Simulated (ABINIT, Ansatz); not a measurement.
# MgO2 (R-3m): G0W0 on several meshes in ABINIT, part 2 of 2

Aim: the GW shift of MgO2 (R-3m) against the k mesh.

ABINIT 10.8.3; LDA and many-body steps on it, plane waves. Known limits of the many-body steps: not at the basis limit; coarse k mesh.

So far. Step 4 (4×4×4): The gap on the mesh goes from 2.14 eV to 5.01 eV, a correction of +2.88 eV. Step 5 (Empty states on the mesh, 6×6×6 mesh, 52 bands): On this mesh the gap is 2.137 eV.

## (6) Screening, 6×6×6 mesh, 48 bands, screening to 141.5 eV

This step: RPA screening on LDA, plane waves, norm-conserving pseudopotentials.

Contents of run.abi:

```
acell 3*1.0 Angstrom
rprim 
  1.604761016024 0.926509204586 3.493978874900
  -1.604761016024 0.926509204586 3.493978874900
  0.000000000000 -1.853018409173 3.493978874900
ntypat 2
znucl 12 8
natom 3
typat 1 2 2
xred 
  0.000000000000 0.000000000000 0.000000000000
  0.428786000000 0.428786000000 0.428786000000
  0.571214000000 0.571214000000 0.571214000000
pp_dirpath "pseudos"
pseudos "Mg.upf, O.upf"
ecut 38
ngkpt 6 6 6
nshiftk 1
shiftk 0 0 0
kptopt 1
chksymbreak 0
istwfk *1
occopt 1
irdwfk 1
optdriver 3
nband 48
ecuteps 5.2
inclvkb 2
awtr 1
symchi 1
indata_prefix "in"
outdata_prefix "out"
tmpdata_prefix "tmp"
```

Started as:

```sh
OMP_NUM_THREADS=1 mpirun -n 4 abinit run.abi > log
```

Numbers of over 12 decimals in the logs are rounded to 6 here.

What it wrote:

```text
.Version 10.8.3 of ABINIT. v10.8.2 released Aug 2026.

 Symmetries : space group R-3 m (#166); Bravais hR (rhombohedral)
[... echo of the input left out ...]
== DATASET  1 ==================================================================
-   mpi_nproc: 4, omp_nthreads: 1 (-1 if OMP is not activated)

--- !DatasetInfo
iteration_state: {dtset: 1, }
dimensions: {natom: 3, nkpt: 32, mband: 48, nsppol: 1, nspinor: 1, nspden: 1, mpw: 2382, }
cutoff_energies: {ecut:  38.0, pawecutdg:  -1.0, }
electrons: {nelect:   2.20000000E+01, charge:   0.00000000E+00, occopt:   1.00000000E+00, tsmear:   1.00000000E-02, }

 SCREENING: Calculation of the susceptibility and dielectric matrices

 Based on a program developped by R.W. Godby, V. Olevano, G. Onida, and L. Reining.
 Incorporated in ABINIT by V. Olevano, G.-M. Rignanese, and M. Torrent.
.Using double precision arithmetic ; gwpc =  8

[... cell and pseudopotentials left out ...]
--------------------------------------------------------------------------------

 ==== K-mesh for the wavefunctions ====
 Number of points in the irreducible wedge :    32
[... list of points left out ...]
 Together with 12 symmetry operations and time-reversal symmetry
 yields   216 points in the full Brillouin Zone.

 ==== Q-mesh for the screening function ====
 Number of points in the irreducible wedge :    32
[... list of points left out ...]
 Together with 12 symmetry operations and time-reversal symmetry
 yields   216 points in the full Brillouin Zone.

 setmesh: FFT mesh size selected  =    30x   30x   30
          total number of points  =        27000

 vcoul_init : cutoff-mode = AUXILIARY_FUNCTION
 q-points for optical limit:   1
     1)      0.000010    0.000020    0.000030

- screening: taking advantage of time-reversal symmetry
- Maximum band index for partially occupied states nbvw = 11
- Remaining bands to be divided among processors   nbcw = 37
- Number of bands treated by each node ~9

 Number of electrons calculated from density =   22.0000; Expected =   22.0000
 average of density, n =  0.104591
 r_s =    1.3167
 omega_plasma =   31.1963 [eV]

 calculating chi0 at frequencies [eV] :
  1    0.000000E+00    0.000000E+00
  2    0.000000E+00    3.119628E+01

--------------------------------------------------------------------------------
  q-point number  1        q = ( 0.000000, 0.000000, 0.000000) [r.l.u.]
--------------------------------------------------------------------------------
[... chi0 elements left out ...]
 For q-point:  0.000010 0.000020 0.000030
  dielectric constant =   3.4111
  dielectric constant without local fields =   3.7505

  Average fulfillment of the sum rule on Im[epsilon] for q-point    1 :     39.98  [%]
[... wings left out ...]
  q-point number  2        q = ( 0.166667, 0.000000, 0.000000) [r.l.u.]
--------------------------------------------------------------------------------
[... chi0 elements left out ...]
  Average fulfillment of the sum rule on Im[epsilon] for q-point    2 :     58.22  [%]

 [... 30 further q-points ...]
```

Run time: 3.2 min. Hardware: 4 MPI ranks of Arm Neoverse V1, shared host; peak memory 1.5 GiB; 13 min of CPU time.

Numbers from this step:

```yaml
eps_infinity_with_local_fields_on_this_mesh_along_the_program_s_q_direction: 3.411
the_same_without_local_fields: 3.751
plasma_frequency: 31.20 eV
plane_waves_in_the_screening_matrix: 109
```

## (7) 6×6×6

This step: G0W0 on LDA, plane waves, norm-conserving pseudopotentials.

Edit run.abi of step 6 so:

```diff
@@ -24,8 +24,17 @@
 irdwfk 1
-optdriver 3
+optdriver 4
 nband 48
+gwcalctyp 0
+ecutsigx 38
+symsigma 1
+nkptgw 2
+kptgw 
+  0.5000000000 0.5000000000 0.5000000000
+  0.0000000000 0.0000000000 0.0000000000
+bdgw 
+  10 13
+  10 13
 ecuteps 5.2
-inclvkb 2
-awtr 1
-symchi 1
+irdscr 1
+ppmodel 1
 indata_prefix "in"
```

What it wrote:

```text
.Version 10.8.3 of ABINIT. v10.8.2 released Aug 2026.

 Symmetries : space group R-3 m (#166); Bravais hR (rhombohedral)
[... echo of the input left out ...]
== DATASET  1 ==================================================================
-   mpi_nproc: 4, omp_nthreads: 1 (-1 if OMP is not activated)

--- !DatasetInfo
iteration_state: {dtset: 1, }
dimensions: {natom: 3, nkpt: 32, mband: 48, nsppol: 1, nspinor: 1, nspden: 1, mpw: 2382, }
cutoff_energies: {ecut:  38.0, pawecutdg:  -1.0, }
electrons: {nelect:   2.20000000E+01, charge:   0.00000000E+00, occopt:   1.00000000E+00, tsmear:   1.00000000E-02, }

 SIGMA: Calculation of the GW corrections

 Based on a program developped by R.W. Godby, V. Olevano, G. Onida, and L. Reining.
 Incorporated in ABINIT by V. Olevano, G.-M. Rignanese, and M. Torrent.
.Using double precision arithmetic ; gwpc =  8

[... cell and pseudopotentials left out ...]
--------------------------------------------------------------------------------

 ==== K-mesh for the wavefunctions ====
 Number of points in the irreducible wedge :    32
[... list of points left out ...]
 Together with 12 symmetry operations and time-reversal symmetry
 yields   216 points in the full Brillouin Zone.

 ==== Q-mesh for screening function ====
 Number of points in the irreducible wedge :    32
[... list of points left out ...]
 Together with 12 symmetry operations and time-reversal symmetry
 yields   216 points in the full Brillouin Zone.

 vcoul_init : cutoff-mode = AUXILIARY_FUNCTION
 q-points for optical limit:   1
     1)      0.000010    0.000020    0.000030
 setmesh: FFT mesh size selected  =    45x   45x   45
          total number of points  =        91125

 Number of electrons calculated from density =   22.0000; Expected =   22.0000
[...]
number of omega for Sigma on real axis              0
 max omega for Sigma on real axis  [eV]           0.00
 zcut for avoiding poles [eV]                     0.10

 EPSILON^-1 parameters (SCR file):
 dimension of the eps^-1 matrix on file            109
 dimension of the eps^-1 matrix used               109
 number of plane-waves for wavefunctions          2365
 number of bands                                    48
 number of q-points in IBZ                          32
 number of frequencies                               2
 number of real frequencies                          1
 number of imag frequencies                          1

 matrix elements of self-energy operator (all in [eV])

 Perturbative Calculation

--- !SelfEnergy_ee
iteration_state: {dtset: 1, }
kpoint     : [   0.500,    0.500,    0.500, ]
spin       : 1
KS_gap     :    2.137
QP_gap     :    5.034
Delta_QP_KS:    2.897
data: !SigmaeeData |
     Band     E0 <VxcDFT>   SigX SigC(E0)      Z dSigC/dE  Sig(E)    E-E0       E
       10   3.180 -20.477 -26.508   4.865   0.794  -0.260 -21.402  -0.925   2.255
       11   3.180 -20.477 -26.508   4.865   0.794  -0.260 -21.402  -0.925   2.255
       12   5.317 -18.095 -12.223  -3.436   0.810  -0.235 -16.123   1.972   7.289
[...]
--- !SelfEnergy_ee
iteration_state: {dtset: 1, }
kpoint     : [   0.000,    0.000,    0.000, ]
spin       : 1
KS_gap     :    5.188
QP_gap     :    7.626
Delta_QP_KS:    2.439
data: !SigmaeeData |
     Band     E0 <VxcDFT>   SigX SigC(E0)      Z dSigC/dE  Sig(E)    E-E0       E
[...]
12   7.566 -11.434  -6.337  -3.485   0.854  -0.170 -10.057   1.377   8.943
       13   7.794 -20.079 -12.527  -4.319   0.782  -0.279 -17.552   2.528  10.322

== END DATASET(S) ==============================================================
================================================================================

 -outvars: echo values of variables after computation  --------
           etotal      0.0000000000E+00
            nband          48
             nkpt          32
          spgroup         166
 [... the other variables as echoed above ...]

 Calculation completed.
```

Run time: 6.6 s. Hardware: 4 MPI ranks; peak memory 1.3 GiB.

Numbers from this step:

- G0W0 gap on the points computed: 5.034 eV
- starting gap on the mesh: 2.137 eV
- k of the valence top: 0.5, 0.5, 0.5
- k of the conduction bottom: 0.5, 0.5, 0.5
- Z at the valence top: 0.794
- Z at the conduction bottom: 0.81
- least direct G0W0 gap on the computed points: 5.034 eV

Against G0W0 in ABINIT (4×4×4 mesh, 48 bands, screening to 141.5 eV, Godby-Needs plasmon pole), the gap moves by +0.022 eV.

## (8) The runs together

Times are wall times on 4 MPI ranks of Arm Neoverse V1, shared host, good to a factor of about two. A run's time includes the screening step that it read.

| run | mesh | bands | screening cutoff (eV) | DFT gap (eV) | gap on the mesh (eV) | direct (eV) | ε∞ used | time |
| --- | --- | --- | --- | --- | --- | --- | --- | --- |
| 4×4×4 | 4×4×4 | 48 | 141.5 | 2.137 | 5.012 | 5.012 | 3.53 | 27 s |
| 6×6×6 | 6×6×6 | 48 | 141.5 | 2.137 | 5.034 | 5.034 | 3.41 | 3.3 min |

## (9) Outcome

```yaml
4x4x4: 5.012 eV
6x6x6: 5.034 eV
known_limits: not at the basis limit; coarse k mesh
```

6×6×6: +0.022 eV against 4×4×4. Bands and cutoff are finite, so the gap is not at the basis limit. The miss can reach some tenths of an eV and take either sign; the mesh is an error of its own. In the first G0W0 run levels were corrected at 2 k points alone, so a gap called «on the mesh» is the least over those, and an edge elsewhere would be missed. The 4×4×4 mesh is coarse for this cell, which bears on the long-range parts of exchange and screening.

[Paths, hosts, dates, memory and timing lines, banners, echoed tables and standing remarks are left out of the program output.]

[Logs are printed without paths, hosts, clocks, repeated set-up lines and the standing remarks that a program may print on its own settings, such as how far it seeks lower states.]

[Runs of the session that timed out or met a known fault of the program may be left out.]

[No measured gap is set beside runs whose start may be inverted or whose files or cutoffs have a known fault.]

[Hosts, paths, dates, database ids (printed as entryN), source tags and the programs' standing remarks are cut or masked in the printed files.]

[G0W0 gaps are taken among the corrected bands and points alone; a level outside them can change the order at an edge.]

[Where Ansatz stands beside ABINIT at settings called matched, ABINIT's density can come from a denser mesh and the files from another edition; pairs whose starting gaps differed by over 0.03 eV were left out, so agreement reads better than it is.]
